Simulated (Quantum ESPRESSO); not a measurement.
**PtSe2 (Sudovikovite): zone-centre phonons**

Aim: the zone-centre modes of PtSe2 (Sudovikovite).

Calculated with Quantum ESPRESSO 7.5; DFT LDA, scalar-relativistic, plane waves, JTH PAW pseudopotentials.

The database entry behind the starting cell has ideal inner coordinates that were not refined, so it need not match the best structure at ambient conditions.

## Step 1: The starting structure

Symmetry: P-3m1, No. 164, trigonal system. Conventional cell: a = 3.724 Å, b = 3.724 Å, c = 5.062 Å, α = 90.00°, β = 90.00°, γ = 120.00°. Nearest to Pt lie 6 Se at 2.49 Å. Nearest to Se lie 3 Pt at 2.49 Å. Farther neighbours and most contacts between anions are not listed.

Structure file:

```
Pt Se
1.0
     3.72400    0.00000    0.00000
    -1.86200    3.22508    0.00000
     0.00000    0.00000    5.06200
Pt Se
1 2
Direct
  0.00000 0.00000 0.00000
  0.33333 0.66667 0.25000
  0.66667 0.33333 0.75000
```

## Step 2: A probe with smearing

A cheap run with smearing and empty bands tells whether the crystal has a gap, which decides between fixed occupations and smearing later on.

The input, probe.in:

```
&CONTROL
  calculation = 'scf'
  prefix      = 'x'
  outdir      = './tmp'
  pseudo_dir  = './pseudo'
  tprnfor     = .true.
  tstress     = .true.
  verbosity   = 'high'
/
&SYSTEM
  ibrav       = 4
  celldm(1)   = 7.03734009
  celldm(3)   = 1.35929108
  nat         = 3
  ntyp        = 2
  ecutwfc     = 40.0
  ecutrho     = 200.0
  occupations = 'smearing'
  smearing    = 'gaussian'
  degauss     = 0.01
/
&ELECTRONS
  conv_thr         = 1.0d-07
  mixing_beta      = 0.7
  electron_maxstep = 100
/
ATOMIC_SPECIES
 Pt    195.0840  Pt.upf
 Se     78.9710  Se.upf
ATOMIC_POSITIONS crystal
 Pt     0.000000000   0.000000000   0.000000000
 Se     0.333333330   0.666666670   0.250000000
 Se     0.666666670   0.333333330   0.750000000
K_POINTS automatic
 6 6 4 0 0 0
```

Launch:

```console
$ OMP_NUM_THREADS=1 mpirun -n 4 pw.x -nk 4 -in probe.in > probe.out
```

What it wrote:

```text
[banners, grids, parts of the stress and lines that vanish by symmetry left out]
Program PWSCF v.7.5
     file Pt.upf: wavefunction(s)  6S 0S 6P 0P 5D 0D renormalized
     file Se.upf: wavefunction(s)  0S 4P 0P renormalized
[...]
kinetic-energy cutoff     =      40.0000  Ry
     charge density cutoff     =     200.0000  Ry
     scf convergence threshold =      1.0E-07
[...]
Exchange-correlation= SLA PW NOGX NOGC
                           (   1   4   0   0   0   0   0)
[...]
12 Sym. Ops., with inversion, found
[...]
(     0          1          0      )
                  (     0          0          1      )
[...]
(  0.0000000  1.0000000  0.0000000 )
                  (  0.0000000  0.0000000  1.0000000 )
[...]
(    -1         -1          0      )
[...]
(    -1          0          0      )
                  (     0          0          1      )
[...]
( -0.8660254 -0.5000000  0.0000000 )
                  (  0.0000000  0.0000000  1.0000000 )
[...]
number of k points=    24  Gaussian smearing, width (Ry)=  0.0100
[...]
End of self-consistent calculation
[...]
the Fermi energy is     9.6958 ev
!    total energy              =   -1092.75810161 Ry
[...]
convergence has been achieved in   9 iterations
[...]
atom    1 type  1   force =     0.00000000   -0.00000000    0.00000000
     atom    2 type  2   force =     0.00000000   -0.00000000    0.00968478
     atom    3 type  2   force =    -0.00000000   -0.00000000   -0.00968478
[...]
Total force =     0.013696     Total SCF correction =     0.000086
[...]
total   stress  (Ry/bohr**3)                   (kbar)     P=       -1.72
[...]
XML data file, charge density, pseudopotentials, collected wavefunctions

   JOB DONE.
```

Elapsed: 4.7 s, on 4 MPI ranks of Arm Neoverse V1, shared host.

Read from the output:

* volume per atom: 20.27 Å³
* pressure: -0.1720 GPa
* gap on the k-mesh: 0 eV

No gap opens on this mesh, so smearing is kept; the start stands at -0.17 GPa.

## Step 3: Relaxing the cell and atoms

Frequencies change by per cents with a per cent of volume, so the structure is first brought to rest at this level of theory.

The input, relax.in:

```
&CONTROL
  calculation   = 'vc-relax'
  prefix        = 'x'
  outdir        = './tmp'
  pseudo_dir    = './pseudo'
  tprnfor       = .true.
  tstress       = .true.
  forc_conv_thr = 2.0d-05
  etot_conv_thr = 1.0d-07
  nstep         = 40
/
&SYSTEM
  ibrav       = 4
  celldm(1)   = 7.03734009
  celldm(3)   = 1.35929108
  nat         = 3
  ntyp        = 2
  ecutwfc     = 40.0
  ecutrho     = 200.0
  occupations = 'smearing'
  smearing    = 'mv'
  degauss     = 0.02
/
&ELECTRONS
  conv_thr         = 1.0d-11
  mixing_beta      = 0.7
  electron_maxstep = 100
/
&IONS
/
&CELL
  press_conv_thr = 0.2
/
ATOMIC_SPECIES
 Pt    195.0840  Pt.upf
 Se     78.9710  Se.upf
ATOMIC_POSITIONS crystal
 Pt     0.000000000   0.000000000   0.000000000
 Se     0.333333330   0.666666670   0.250000000
 Se     0.666666670   0.333333330   0.750000000
K_POINTS automatic
 9 9 6 0 0 0
```

Launch:

```console
$ OMP_NUM_THREADS=1 mpirun -n 4 pw.x -nk 4 -in relax.in > relax.out
```

What it wrote:

```text
[banners, grids, parts of the stress and lines that vanish by symmetry left out]
[banner, memory and clock lines left out]
Program PWSCF v.7.5

[...]
kinetic-energy cutoff     =      40.0000  Ry
     charge density cutoff     =     200.0000  Ry
     scf convergence threshold =      1.0E-11
[...]
energy convergence thresh.=      1.0E-07
     force convergence thresh. =      2.0E-05
     press convergence thresh. =      2.0E-01
     Exchange-correlation= SLA PW NOGX NOGC
                           (   1   4   0   0   0   0   0)
[...]
12 Sym. Ops., with inversion, found
[...]
number of k points=    62  Marzari-Vanderbilt smearing, width (Ry)=  0.0200
[...]
End of self-consistent calculation
[...]
the Fermi energy is     9.6760 ev
!    total energy              =   -1092.75788579 Ry
[...]
convergence has been achieved in  13 iterations
[...]
atom    1 type  1   force =     0.00000000    0.00000000    0.00000000
     atom    2 type  2   force =    -0.00000000   -0.00000000    0.00822661
     atom    3 type  2   force =     0.00000000    0.00000000   -0.00822661
     Total force =     0.011634     Total SCF correction =     0.000000
[...]
total   stress  (Ry/bohr**3)                   (kbar)     P=       -1.91
[...]
number of bfgs steps    =   0
[...]
CELL_PARAMETERS (alat=  7.03734009)
[...]
ATOMIC_POSITIONS (crystal)
Pt               0.0000000000        0.0000000000        0.0000000000
Se               0.3333333300        0.6666666700        0.2508600028
Se               0.6666666700        0.3333333300        0.7491399972
[...]
New effective cutoffs (rho, wfc):  200.53   40.12
[...]
End of self-consistent calculation
[...]
the Fermi energy is     9.6836 ev
!    total energy              =   -1092.75807487 Ry
[...]
convergence has been achieved in   8 iterations
[...]
atom    1 type  1   force =     0.00000000    0.00000000    0.00000000
     atom    2 type  2   force =    -0.00000000   -0.00000000    0.00680971
     atom    3 type  2   force =     0.00000000    0.00000000   -0.00680971
     Total force =     0.009630     Total SCF correction =     0.000003
[...]
total   stress  (Ry/bohr**3)                   (kbar)     P=       -4.21
[...]
number of bfgs steps    =   1
[...]
WARNING: bfgs curvature condition failed, Theta= 0.882
[...]
CELL_PARAMETERS (alat=  7.03734009)
[...]
ATOMIC_POSITIONS (crystal)
Pt               0.0000000000        0.0000000000        0.0000000000
[...]
New effective cutoffs (rho, wfc):  201.69   40.36
[...]
End of self-consistent calculation
[...]
the Fermi energy is     9.7142 ev
!    total energy              =   -1092.75832453 Ry
[...]
convergence has been achieved in   9 iterations
[...]
atom    1 type  1   force =     0.00000000    0.00000000    0.00000000
     atom    2 type  2   force =    -0.00000000   -0.00000000    0.00554093
     atom    3 type  2   force =     0.00000000    0.00000000   -0.00554093
     Total force =     0.007836     Total SCF correction =     0.000002
[...]
total   stress  (Ry/bohr**3)                   (kbar)     P=       -5.74
[...]
number of bfgs steps    =   2
[...]
CELL_PARAMETERS (alat=  7.03734009)
[...]
ATOMIC_POSITIONS (crystal)
[...]
convergence has been achieved in   9 iterations
[...]
Total force =     0.001214     Total SCF correction =     0.000000
[...]
total   stress  (Ry/bohr**3)                   (kbar)     P=       -0.38
[...]
number of bfgs steps    =  10
[...]
the Fermi energy is    10.4204 ev
!    total energy              =   -1092.76047285 Ry
[...]
convergence has been achieved in   8 iterations
[...]
Total force =     0.000256     Total SCF correction =     0.000000
[...]
total   stress  (Ry/bohr**3)                   (kbar)     P=       -0.18
[...]
number of bfgs steps    =  11
[...]
New effective cutoffs (rho, wfc):  224.92   45.12
[...]
the Fermi energy is    10.4235 ev
!    total energy              =   -1092.76047322 Ry
[...]
convergence has been achieved in   7 iterations
[...]
atom    2 type  2   force =    -0.00000000   -0.00000000   -0.00001500
     atom    3 type  2   force =     0.00000000    0.00000000    0.00001500
     Total force =     0.000021     Total SCF correction =     0.000000
[...]
total   stress  (Ry/bohr**3)                   (kbar)     P=       -0.06
[...]
number of bfgs steps    =  12
[...]
small trust_radius: resetting bfgs history
[...]
CELL_PARAMETERS (alat=  7.03734009)
[...]
ATOMIC_POSITIONS (crystal)
[...]
New effective cutoffs (rho, wfc):  224.92   45.12
[...]
End of self-consistent calculation
[...]
the Fermi energy is    10.4241 ev
!    total energy              =   -1092.76047323 Ry
[...]
convergence has been achieved in   8 iterations
[...]
atom    1 type  1   force =     0.00000000    0.00000000    0.00000000
     atom    2 type  2   force =    -0.00000000    0.00000000    0.00000205
     atom    3 type  2   force =     0.00000000    0.00000000   -0.00000205
     Total force =     0.000003     Total SCF correction =     0.000000
[...]
total   stress  (Ry/bohr**3)                   (kbar)     P=       -0.01
[...]
bfgs converged in  14 scf cycles and  13 bfgs steps
[...]
End of BFGS Geometry Optimization
     Final enthalpy           =   -1092.7604732278 Ry
     File ./tmp/x.bfgs deleted, as requested
[...]
CELL_PARAMETERS (alat=  7.03734009)
[...]
ATOMIC_POSITIONS (crystal)
[...]
Se               0.3333333300        0.6666666700        0.2651098559
Se               0.6666666700        0.3333333300        0.7348901441
[...]
Final scf calculation at the relaxed structure.
[...]
kinetic-energy cutoff     =      40.0000  Ry
     charge density cutoff     =     200.0000  Ry
     scf convergence threshold =      1.0E-13
[...]
press convergence thresh. =      2.0E-01
     Exchange-correlation= SLA PW NOGX NOGC
                           (   1   4   0   0   0   0   0)
[...]
12 Sym. Ops., with inversion, found
[...]
number of k points=    62  Marzari-Vanderbilt smearing, width (Ry)=  0.0200
[...]
c_bands:  1 eigenvalues not converged
     c_bands:  1 eigenvalues not converged
     c_bands:  1 eigenvalues not converged
     c_bands:  5 eigenvalues not converged
     c_bands:  2 eigenvalues not converged
     c_bands:  1 eigenvalues not converged
[...]
End of self-consistent calculation
[...]
the Fermi energy is    10.4242 ev
!    total energy              =   -1092.76043020 Ry
[...]
convergence has been achieved in  26 iterations
[...]
atom    1 type  1   force =    -0.00000000    0.00000000   -0.00000000
     atom    2 type  2   force =     0.00000000   -0.00000000    0.00000533
     atom    3 type  2   force =    -0.00000000    0.00000000   -0.00000533
     Total force =     0.000008     Total SCF correction =     0.000000
[...]
total   stress  (Ry/bohr**3)                   (kbar)     P=       -0.15
[...]
XML data file, charge density, pseudopotentials, collected wavefunctions
```

It took 2.3 min on 4 MPI ranks; 9.2 min of CPU time.

Relaxation path:

| step | energy less that of the first step (eV) | largest force (eV/Å) | volume (Å³) |
| --- | --- | --- | --- |
| 1 | 0.0000 | 0.2115 | 60.80 |
| 2 | -0.0026 | 0.1751 | 60.74 |
| 3 | -0.0060 | 0.1425 | 60.59 |
| 4 | -0.0104 | 0.1119 | 60.34 |
| 5 | -0.0164 | 0.0788 | 59.95 |
| 6 | -0.0239 | 0.0391 | 59.36 |
| 7 | -0.0317 | 0.0141 | 58.50 |
| 8 | -0.0342 | 0.0790 | 57.46 |
| 9 | -0.0347 | 0.0513 | 57.75 |
| 10 | -0.0349 | 0.0378 | 57.79 |
| 11 | -0.0351 | 0.0221 | 57.79 |
| 12 | -0.0352 | 0.0046 | 57.78 |
| 13 | -0.0352 | 0.0004 | 57.77 |
| 14 | -0.0352 | 0.0001 | 57.77 |
| 15 | -0.0346 | 0.0001 | 57.77 |

| conventional cell, symmetrised | before | after | change |
| --- | --- | --- | --- |
| a (Å) | 3.724 | 3.745 | +0.6 % |
| b (Å) | 3.724 | 3.745 | +0.6 % |
| c (Å) | 5.062 | 4.757 | -6.0 % |
| volume (Å³/atom) | 20.27 | 19.26 | -5.0 % |

The atoms that moved most (Å, as changes of fractional coordinates times the final cell):

| atom | dx | dy | dz | length |
| --- | --- | --- | --- | --- |
| Se2 | 0.000 | 0.000 | 0.072 | 0.072 |
| Se3 | 0.000 | 0.000 | -0.072 | 0.072 |

Final coordinates:

```
CELL_PARAMETERS angstrom
3.74466 0.00000 0.00000
-1.87233 3.24297 0.00000
0.00000 0.00000 4.75681
ATOMIC_POSITIONS crystal
Pt 0.00000 0.00000 0.00000
Se 0.33333 0.66667 0.26511
Se 0.66667 0.33333 0.73489
```

The last row of the table of steps is pw.x's closing run on a basis chosen anew for the final cell, so its energy can jump.

Read from the output:

```yaml
volume_per_atom: 19.26 Å³
pressure: -0.01533 GPa
```

The volume changes by -5.0 % from the cell with which this run began.

## Step 4: Self-consistent run for the response

The response is built on this ground state, so it is converged far tighter than an energy would need. Smearing stays on, as the first look found no gap above 0.3 eV.

The input, scf.in:

```
&CONTROL
  calculation = 'scf'
  prefix      = 'x'
  outdir      = './tmp'
  pseudo_dir  = './pseudo'
  tprnfor     = .true.
  tstress     = .true.
/
&SYSTEM
  ibrav       = 4
  celldm(1)   = 7.07638212
  celldm(3)   = 1.27029183
  nat         = 3
  ntyp        = 2
  ecutwfc     = 40.0
  ecutrho     = 200.0
  occupations = 'smearing'
  smearing    = 'mv'
  degauss     = 0.02
/
&ELECTRONS
  conv_thr         = 1.0d-12
  mixing_beta      = 0.7
  electron_maxstep = 100
/
ATOMIC_SPECIES
 Pt    195.0840  Pt.upf
 Se     78.9710  Se.upf
ATOMIC_POSITIONS crystal
 Pt     0.000000000   0.000000000   0.000000000
 Se     0.333333333   0.666666667   0.265109856
 Se     0.666666667   0.333333333   0.734890144
K_POINTS automatic
 9 9 6 0 0 0
```

Launch:

```console
$ OMP_NUM_THREADS=1 mpirun -n 4 pw.x -nk 4 -in scf.in > scf.out
```

What it wrote:

```text
[banners, grids, parts of the stress and lines that vanish by symmetry left out]
[banner, memory and clock lines left out]
Program PWSCF v.7.5

[...]
kinetic-energy cutoff     =      40.0000  Ry
     charge density cutoff     =     200.0000  Ry
     scf convergence threshold =      1.0E-12
[...]
Exchange-correlation= SLA PW NOGX NOGC
                           (   1   4   0   0   0   0   0)
[...]
12 Sym. Ops., with inversion, found
[...]
number of k points=    62  Marzari-Vanderbilt smearing, width (Ry)=  0.0200
[...]
End of self-consistent calculation
[...]
the Fermi energy is    10.4242 ev
!    total energy              =   -1092.76043021 Ry
[...]
convergence has been achieved in  13 iterations
[...]
atom    1 type  1   force =     0.00000000    0.00000000    0.00000000
     atom    2 type  2   force =     0.00000000    0.00000000    0.00000529
     atom    3 type  2   force =    -0.00000000   -0.00000000   -0.00000529
     Total force =     0.000007     Total SCF correction =     0.000000
[...]
total   stress  (Ry/bohr**3)                   (kbar)     P=       -0.15
[...]
XML data file, charge density, pseudopotentials, collected wavefunctions
```

Elapsed: 12 s, on 4 MPI ranks; 50 s of CPU time.

The cell stands at -0.015 GPa, close enough for phonons.

(Continued in part 2 of 2.)

[Host names and launcher messages were left out of these logs when they were recorded.]

[Logs are printed without paths, hosts, clocks, repeated set-up lines and the standing remarks that a program may print on its own settings, such as how far it seeks lower states.]

[Hosts, paths, dates, database ids (printed as entryN), source tags and the programs' standing remarks are cut or masked in the printed files.]
